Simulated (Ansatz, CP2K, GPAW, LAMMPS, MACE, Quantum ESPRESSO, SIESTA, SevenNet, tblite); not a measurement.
**Running amorphous Cd8Zn24Te9S23 (64 atoms) with CP2K**

How do the settings of CP2K change the result for amorphous Cd8Zn24Te9S23 (64 atoms)? A plane-wave run serves as the yardstick.

Main program and level: CP2K 2026.2; the method is named at each step.

## 1. The structure

The cell holds 64 atoms: 8 Cd, 24 Zn, 9 Te and 23 S. Cell: a = 11.623 Å, b = 11.623 Å, c = 11.623 Å, α = 90.0°, β = 90.0°, γ = 90.0°. 64 atoms (8 Cd, 24 Zn, 9 Te, 23 S) placed at random at 4.61 g/cm³, melted at 2500 K for 10 ps at fixed volume with the Stillinger-Weber II-VI potential (Zhou et al., Phys. Rev. B 88, 085309 (2013)). Quenched from 2500 K to 300 K at 100 K/ps and fixed volume, held 5 ps.

The yardstick, on the same geometry:

* method: Kohn-Sham DFT, PBE, SSSP efficiency 1.3.0 pseudopotentials, plane waves (Quantum ESPRESSO 7.5); sssp-pbe-1.3.0-efficiency, cutoffs 45/360 Ry, Γ point
* r.m.s. force component: 0.4537 eV/Å
* longest force: 1.653 eV/Å
* pressure: -1.234 GPa
* time: 5.2 min on 4 MPI ranks of Arm Neoverse V2, shared host
* CPU time: 21 min

## 2. PBE, DZVP-UZH, 800/50 Ry, diagonalisation

Method: Kohn-Sham DFT, PBE, GTH-PBE pseudopotentials, Gaussian and plane waves, DZVP-MOLOPT (UZH set), diagonalisation.

File input.inp:

```
&GLOBAL
  PROJECT cell
  RUN_TYPE ENERGY_FORCE
  PRINT_LEVEL LOW
&END GLOBAL
&FORCE_EVAL
  METHOD QS
  STRESS_TENSOR ANALYTICAL
  &DFT
    BASIS_SET_FILE_NAME BASIS_MOLOPT_UZH
    POTENTIAL_FILE_NAME POTENTIAL_UZH
    &MGRID
      CUTOFF 800
      REL_CUTOFF 50
      NGRIDS 5
    &END MGRID
    &QS
      EPS_DEFAULT 1.0E-12
    &END QS
    &SCF
      SCF_GUESS ATOMIC
      EPS_SCF 5.0E-06
      MAX_SCF 200
      ADDED_MOS 44
      &DIAGONALIZATION
        ALGORITHM STANDARD
      &END DIAGONALIZATION
      &SMEAR ON
        METHOD FERMI_DIRAC
        ELECTRONIC_TEMPERATURE [K] 580
      &END SMEAR
      &MIXING
        METHOD BROYDEN_MIXING
        ALPHA 0.15
        NBROYDEN 12
      &END MIXING
      &PRINT
        &RESTART OFF
        &END RESTART
      &END PRINT
    &END SCF
    &XC
      &XC_FUNCTIONAL PBE
      &END XC_FUNCTIONAL
    &END XC
    &PRINT
      &MULLIKEN ON
      &END MULLIKEN
      &HIRSHFELD ON
        SHAPE_FUNCTION DENSITY
      &END HIRSHFELD
      &MO ON
        EIGENVALUES T
        OCCUPATION_NUMBERS T
        MO_INDEX_RANGE 277 300
        &EACH
          QS_SCF 0
        &END EACH
        ADD_LAST NUMERIC
      &END MO
    &END PRINT
  &END DFT
  &SUBSYS
    &CELL
      A 11.62280 0.00000 0.00000
      B 0.00000 11.62280 0.00000
      C 0.00000 0.00000 11.62280
    &END CELL
    &COORD
      Cd 1.48423 7.78239 11.29074
      Cd 10.00746 9.61380 10.49190
      Cd 11.15870 1.39346 8.19094
      Cd 3.04250 3.54902 9.32137
      Cd 6.06861 6.65161 8.71815
      Cd 9.82859 6.28247 7.93151
      Cd 0.08833 4.15190 11.31991
      Cd 1.80816 1.05965 3.84959
      Zn 6.92428 4.13167 10.73110
      Zn 6.59466 6.19077 2.53261
      Zn 7.19393 7.55947 5.25548
      Zn 1.14764 6.78446 3.66885
      Zn 5.78316 1.14275 3.66664
      Zn 3.18430 0.26163 7.08084
      Zn 10.57605 10.92206 5.16076
      Zn 5.76979 8.21627 11.15126
      Zn 11.25575 9.98317 2.50808
      Zn 1.52119 0.39576 11.30434
      Zn 7.08561 2.20589 7.94291
      Zn 3.62957 6.13800 2.22902
      Zn 9.24745 3.82193 4.35506
      Zn 0.40436 9.27906 7.50066
      Zn 10.34336 7.90629 4.49454
      Zn 3.54856 9.87950 2.19264
      Zn 7.62084 10.10428 2.27993
      Zn 4.20757 4.50616 5.29151
      Zn 5.41541 0.52349 11.33537
      Zn 3.55751 10.15356 9.02487
      Zn 7.40059 10.18587 8.06983
      Zn 3.76218 3.31413 1.46180
      Zn 9.08949 1.47261 0.29092
      Zn 9.49966 6.68299 1.50817
      Te 5.29674 4.14655 7.75287
      Te 9.33753 5.44796 10.75179
      Te 5.85963 0.44643 6.43740
      Te 0.16597 3.50323 3.91491
      Te 7.74369 2.54830 2.55504
      Te 9.37425 3.32342 7.10246
      Te 1.32047 5.94239 9.25338
      Te 2.97544 8.58111 4.44386
      Te 3.55600 7.86561 7.63467
      S 5.78595 10.27037 9.90495
      S 1.60522 10.69797 5.67936
      S 5.91659 4.30718 1.34813
      S 11.59177 7.78402 1.74377
      S 9.47723 10.86639 1.01130
      S 3.87330 2.57608 3.72592
      S 0.00883 7.15314 6.39893
      S 3.43744 1.83733 11.22239
      S 3.71023 8.00730 0.79698
      S 1.58767 4.74175 1.79549
      S 8.58042 9.70655 4.45572
      S 1.32372 9.95051 9.92448
      S 1.63045 11.18102 1.84291
      S 4.96863 6.63313 4.41701
      S 1.85570 2.24599 7.42313
[... 4 atom lines left out ...]
      S 1.72680 4.77778 5.75026
      S 8.76313 6.18124 3.90677
      S 11.25622 1.69007 10.76632
      S 7.27239 1.83687 10.42751
    &END COORD
    &KIND Cd
      BASIS_SET DZVP-MOLOPT-PBE-GTH-q12
      POTENTIAL GTH-PBE-q12
    &END KIND
    &KIND Zn
      BASIS_SET DZVP-MOLOPT-PBE-GTH-q12
      POTENTIAL GTH-PBE-q12
    &END KIND
    &KIND Te
      BASIS_SET DZVP-MOLOPT-PBE-GTH-q6
      POTENTIAL GTH-PBE-q6
    &END KIND
    &KIND S
      BASIS_SET DZVP-MOLOPT-PBE-GTH-q6
      POTENTIAL GTH-PBE-q6
    &END KIND
  &END SUBSYS
  &PRINT
    &FORCES ON
    &END FORCES
    &STRESS_TENSOR ON
    &END STRESS_TENSOR
  &END PRINT
&END FORCE_EVAL
```

The run is started by

```
> OMP_NUM_THREADS=1 mpirun -np 4 cp2k.psmp -i input.inp > output.txt
```

What it wrote:

```text
CP2K| version string:                                       CP2K version 2026.2
 CP2K| Input file name                                                 input.inp
 GLOBAL| Basis set file name                                    BASIS_MOLOPT_UZH
 GLOBAL| Potential file name                                       POTENTIAL_UZH
 GLOBAL| Run type                                                   ENERGY_FORCE
 GLOBAL| Total number of message passing processes                             4
 GLOBAL| Number of threads for this process                                    1
 TOTAL NUMBERS AND MAXIMUM NUMBERS
  Total number of            - Atomic kinds:                                   4
                             - Atoms:                                         64
                             - Shell sets:                                    64
                             - Shells:                                       384
                             - Primitive Cartesian functions:                312
                             - Cartesian basis functions:                   1408
                             - Spherical basis functions:                   1216
  Maximum angular momentum of- Orbital basis functions:                        3
                             - Local part of the GTH pseudopotential:          0
                             - Non-local part of the GTH pseudopotential:      4
 SCF PARAMETERS         Density guess:                                    ATOMIC
                        max_scf:                                             200
                        eps_scf:                                        5.00E-06
                        added MOs                                        44    0
                        Mixing method:                            BROYDEN_MIXING
                                                charge density mixing in g-space
                        Smear method:                                FERMI_DIRAC
                        Electronic temperature [K]:                        580.0
                        Electronic temperature [a.u.]:                  1.84E-03
                        Accuracy threshold:                             1.00E-10
 Extrapolation method: initial_guess
 Number of electrons:                                                        576
 Number of occupied orbitals:                                                288
 Number of molecular orbitals:                                               332
 Number of orbital functions:                                               1216
 Number of independent orbital functions:                                   1216
 SCF WAVEFUNCTION OPTIMIZATION
  Step     Update method      Time    Convergence         Total energy    Change
     1 NoMix/Diag. 0.15E+00    3.8     1.75646488     -2133.5072746486 -2.13E+03
     2 Broy./Diag. 0.15E+00    5.3     0.17948187     -2127.8015413431  5.71E+00
     3 Broy./Diag. 0.15E+00    5.2     0.40861685     -2129.5197848552 -1.72E+00
     4 Broy./Diag. 0.15E+00    5.2     0.17799040     -2131.5886787018 -2.07E+00
[...]
19 Broy./Diag. 0.15E+00    5.6     0.00000723     -2131.2137241201  3.39E-05
    20 Broy./Diag. 0.15E+00    5.7     0.00000246     -2131.2137175908  6.53E-06
  *** SCF run converged in    20 steps ***
  Electronic density on regular grids:       -575.9999999999        0.0000000001
  Core density on regular grids:              575.9999999993       -0.0000000007
  Total charge density on r-space grids:       -0.0000000006
  Total charge density g-space grids:          -0.0000000006
  Overlap energy of the core charge distribution:               2.21618e-08
  Self energy of the core charge distribution:              -3220.526048
  Core Hamiltonian energy:                                    961.663579
  Hartree energy:                                             464.813718
  Exchange-correlation energy:                               -337.157984
  Electronic entropic energy:                                  -0.0069821
  Fermi energy:                                                 0.148849
  Total energy:                                             -2131.213718
  Total energy (extrapolated to T->0):                      -2131.210227
 MO| EIGENVALUES AND OCCUPATION NUMBERS
 MO|
 MO|  Index      Eigenvalue [a.u.]        Eigenvalue [eV]             Occupation
 MO|    277               0.090271               2.456392               2.000000
 MO|    278               0.096725               2.632034               2.000000
 MO|    279               0.098948               2.692504               2.000000
[...]
MO|    299               0.197564               5.375984               0.000000
 MO|    300               0.202584               5.512579               0.000000
 MO| Sum:                                                             576.000000
 MO| E(Fermi):            0.148849 a.u.          4.050378 eV
 !-----------------------------------------------------------------------------!
                     Mulliken Population Analysis
 #  Atom  Element  Kind  Atomic population                           Net charge
       1     Cd       1         11.584367                              0.415633
       2     Cd       1         11.617131                              0.382869
       3     Cd       1         11.509863                              0.490137
[...]
63     S        4          6.445330                             -0.445330
      64     S        4          6.281862                             -0.281862
 # Total charge                            576.000000                  0.000000
 !-----------------------------------------------------------------------------!
 !-----------------------------------------------------------------------------!
                           Hirshfeld Charges
  #Atom  Element  Kind  Ref Charge     Population                    Net charge
      1       Cd     1      12.000         11.768                         0.232
      2       Cd     1      12.000         11.769                         0.231
      3       Cd     1      12.000         11.736                         0.264
[...]
63       S      4       6.000          6.277                        -0.277
     64       S      4       6.000          6.256                        -0.256
  Total Charge                                                            0.000
 !-----------------------------------------------------------------------------!
 ENERGY| Total FORCE_EVAL ( QS ) energy [hartree]          -2131.213715
 FORCES| Atomic forces [hartree/bohr]
 FORCES|   Atom     x               y               z               |f|
 FORCES|      1  1.35288229E-04 -3.35371220E-03 -6.27384660E-03   7.11525401E-03
 FORCES|      2  3.06630207E-03 -2.39704567E-03 -8.66560238E-03   9.49951056E-03
 FORCES|      3  3.51294684E-03 -2.99938605E-03 -3.34109864E-03   5.70088172E-03
[...]
FORCES|     63 -5.54498952E-03  2.72909244E-03  5.78460438E-03   8.46501637E-03
 FORCES|     64 -5.45248624E-03  5.50855313E-04 -5.36119760E-03   7.66651730E-03
 FORCES| Sum    -3.31869903E-03  5.12046025E-03 -9.84671672E-04
 FORCES| Total atomic force                                       6.18081343E-03
 STRESS| Analytical stress tensor [bar]
 STRESS|                        x                   y                   z
 STRESS|      x       -5.51577012844E+03  -1.63569556393E+03  -4.67036462556E+03
 STRESS|      y       -1.63569556393E+03  -4.83652096049E+02  -3.51932941437E+02
 STRESS|      z       -4.67036462556E+03  -3.51932941437E+02  -8.13429323032E+03
 STRESS| 1/3 Trace                                            -4.71123848494E+03
```

It took 2.1 min on 4 MPI ranks of Arm Neoverse V2, shared host; peak memory 9.2 GiB.

Banners and routine set-up lines are dropped from the logs; longer cuts are marked.

Against the reference:

- r.m.s. force component: 0.4618 eV/Å
- r.m.s. difference of force components: 32.55 meV/Å
- longest difference of force vectors: 125.1 meV/Å
- force difference over r.m.s. force: 7.174 %
- slope of forces against the reference's: 1.016
- correlation of force components: 0.9976
- pressure: -0.4711 GPa
- pressure difference: 0.7632 GPa

Length of the force difference by element (eV/Å):

```csv
element,atoms,mean,most
Cd,8,0.043,0.075
S,23,0.039,0.13
Te,9,0.059,0.12
Zn,24,0.060,0.094
```

A closer look about S62, which has 5 bonded neighbours where the commonest count for S is 4: 9 atoms, nearest first, numbered in the order of the input, with positions taken from that point.

```
atom      x      y      z  distance (Å)  bonds  Hirshfeld charge (e)     Fx     Fy  Fz (eV/Å)
 S62   0.00   0.00   0.00          0.00      5                 -0.24  -0.20  -0.55      -0.40
Zn23   1.58   1.73   0.59          2.41      3                  0.22  -0.27   0.39       0.48
Zn21   0.48  -2.36   0.45          2.45      4                  0.16  -0.30  -0.15       0.51
Zn11  -1.57   1.38   1.35          2.49      4                  0.28   0.22   0.49      -0.09
Zn32   0.74   0.50  -2.40          2.56      4                  0.24  -0.21   0.33      -0.24
Zn10  -2.17   0.01  -1.37          2.57      4                  0.25   0.05   0.61      -0.12
 S52  -0.18   3.53   0.55          3.57      4                 -0.29  -0.52  -0.96      -0.25
 S57  -1.25   1.86  -2.83          3.61      4                 -0.28  -0.53  -0.59       0.81
 S55  -3.79   0.45   0.51          3.86      4                 -0.21   0.89  -0.65      -0.87
```

Forces lie 7.2 % from the reference's, at 0.41 times its CPU time.

## 3. GFN1-xTB, diagonalisation

Method: GFN1-xTB tight binding (the program's own implementation), diagonalisation.

File input.inp:

```
&GLOBAL
  PROJECT cell
  RUN_TYPE ENERGY_FORCE
  PRINT_LEVEL LOW
&END GLOBAL
&FORCE_EVAL
  METHOD QS
  STRESS_TENSOR ANALYTICAL
  &DFT
    &QS
      METHOD XTB
      &XTB
        GFN_TYPE 1
        DO_EWALD T
        CHECK_ATOMIC_CHARGES F
      &END XTB
    &END QS
    &SCF
      SCF_GUESS ATOMIC
      EPS_SCF 1.0E-06
      MAX_SCF 200
      ADDED_MOS 48
      &DIAGONALIZATION
        ALGORITHM STANDARD
      &END DIAGONALIZATION
      &SMEAR ON
        METHOD FERMI_DIRAC
        ELECTRONIC_TEMPERATURE [K] 580
      &END SMEAR
      &MIXING
        METHOD BROYDEN_MIXING
        ALPHA 0.15
        NBROYDEN 8
      &END MIXING
      &PRINT
        &RESTART OFF
        &END RESTART
      &END PRINT
    &END SCF
    &PRINT
      &MULLIKEN ON
      &END MULLIKEN
    &END PRINT
  &END DFT
  &SUBSYS
    &CELL
      A 11.62280 0.00000 0.00000
      B 0.00000 11.62280 0.00000
      C 0.00000 0.00000 11.62280
    &END CELL
    &TOPOLOGY
      COORD_FILE_NAME structure.xyz
      COORD_FILE_FORMAT XYZ
    &END TOPOLOGY
  &END SUBSYS
  &PRINT
    &FORCES ON
    &END FORCES
    &STRESS_TENSOR ON
    &END STRESS_TENSOR
  &END PRINT
&END FORCE_EVAL
```

File structure.xyz:

```xyz
64

Cd 1.48423 7.78239 11.29074
Cd 10.00746 9.61380 10.49190
Cd 11.15870 1.39346 8.19094
Cd 3.04250 3.54902 9.32137
Cd 6.06861 6.65161 8.71815
Cd 9.82859 6.28247 7.93151
Cd 0.08833 4.15190 11.31991
Cd 1.80816 1.05965 3.84959
Zn 6.92428 4.13167 10.73110
Zn 6.59466 6.19077 2.53261
Zn 7.19393 7.55947 5.25548
Zn 1.14764 6.78446 3.66885
Zn 5.78316 1.14275 3.66664
Zn 3.18430 0.26163 7.08084
Zn 10.57605 10.92206 5.16076
Zn 5.76979 8.21627 11.15126
Zn 11.25575 9.98317 2.50808
Zn 1.52119 0.39576 11.30434
Zn 7.08561 2.20589 7.94291
Zn 3.62957 6.13800 2.22902
[... 40 atom lines left out ...]
S 1.72680 4.77778 5.75026
S 8.76313 6.18124 3.90677
S 11.25622 1.69007 10.76632
S 7.27239 1.83687 10.42751
```

The run is started by

```
> OMP_NUM_THREADS=1 cp2k.psmp -i input.inp > output.txt
```

What it wrote:

```text
CP2K| version string:                                       CP2K version 2026.2
 CP2K| Input file name                                                 input.inp
 GLOBAL| Basis set file name                                           BASIS_SET
 GLOBAL| Potential file name                                           POTENTIAL
 GLOBAL| Run type                                                   ENERGY_FORCE
 GLOBAL| Total number of message passing processes                             1
 GLOBAL| Number of threads for this process                                    1
[... lines left out ...]
                        Smear method:                                FERMI_DIRAC
[... lines left out ...]
 Number of electrons:                                                        256
[... lines left out ...]
  Step     Update method      Time    Convergence         Total energy    Change
[... lines left out ...]
  *** SCF run converged in   184 steps ***
[... lines left out ...]
  Fermi energy:                                                 0.078352
  Total energy:                                              -148.565789
  Total energy (extrapolated to T->0):                       -148.564285
[... lines left out ...]
      63     S          4                 6.919753                     -0.919753
      64     S          4                 6.837560                     -0.837560
 # Total charge                         256.000000                      0.000000
 ENERGY| Total FORCE_EVAL ( QS ) energy [hartree]           -148.565789
 FORCES| Atomic forces [hartree/bohr]
 FORCES|   Atom     x               y               z               |f|
 FORCES|      1  3.21592371E-03 -1.88370664E-03 -7.21929379E-03   8.12457500E-03
 FORCES|      2  5.79791338E-03  1.05470943E-02 -1.38428171E-03   1.21150004E-02
 FORCES|      3  3.03073929E-03  8.31282618E-03 -4.38425086E-03   9.87472103E-03
[...]
FORCES|     63 -3.54770653E-03  5.95564055E-03  1.31425046E-03   7.05571614E-03
 FORCES|     64 -4.97326311E-03  2.78236349E-03 -7.00410639E-03   9.02952928E-03
 FORCES| Sum    -1.04083409E-17 -9.03790931E-16  7.93635990E-16
 FORCES| Total atomic force                                       1.20283185E-15
 STRESS| Analytical stress tensor [bar]
 STRESS|                        x                   y                   z
 STRESS|      x       -9.87258063527E+04   7.12454028691E+02  -1.14584837982E+04
 STRESS|      y        7.12454028691E+02  -9.14378487865E+04  -5.02428000139E+03
 STRESS|      z       -1.14584837982E+04  -5.02428000139E+03  -1.06075688045E+05
 STRESS| 1/3 Trace                                            -9.87464477280E+04
```

The job ended after 14 s (1 thread; peak memory 0.22 GiB).

Against the reference:

```
r.m.s. force component                  : 0.6775 eV/Å
r.m.s. difference of force components   : 438.3 meV/Å
longest difference of force vectors     : 2000 meV/Å
force difference over r.m.s. force      : 96.6 %
slope of forces against the reference's : 1.148
correlation of force components         : 0.7689
pressure                                : -9.875 GPa
pressure difference                     : -8.64 GPa
```

Against the first run (7.2 %), the force difference from the reference is 97 %, at 0.027 times the CPU time (on 1 against 4 cores) (184 SCF steps against 20); the model has changed, so this is no error of the program alone.

[end of part 1 of 2]

[Long decimals in the printed logs are rounded to 6 places.]

[Also dropped from logs without a mark: lines with file paths, logging warnings of Python, QE's lines on negative density and diagonalisation, SIESTA's first energy breakdown, zero terms and Voronoi charges.]

[Logs are printed without paths, hosts, clocks, repeated set-up lines and the standing remarks that a program may print on its own settings, such as how far it seeks lower states.]

[Hosts, paths, dates, database ids (printed as entryN), source tags and the programs' standing remarks are cut or masked in the printed files.]

[Most failed runs of this program on this cell are left out, timed-out ones always.]
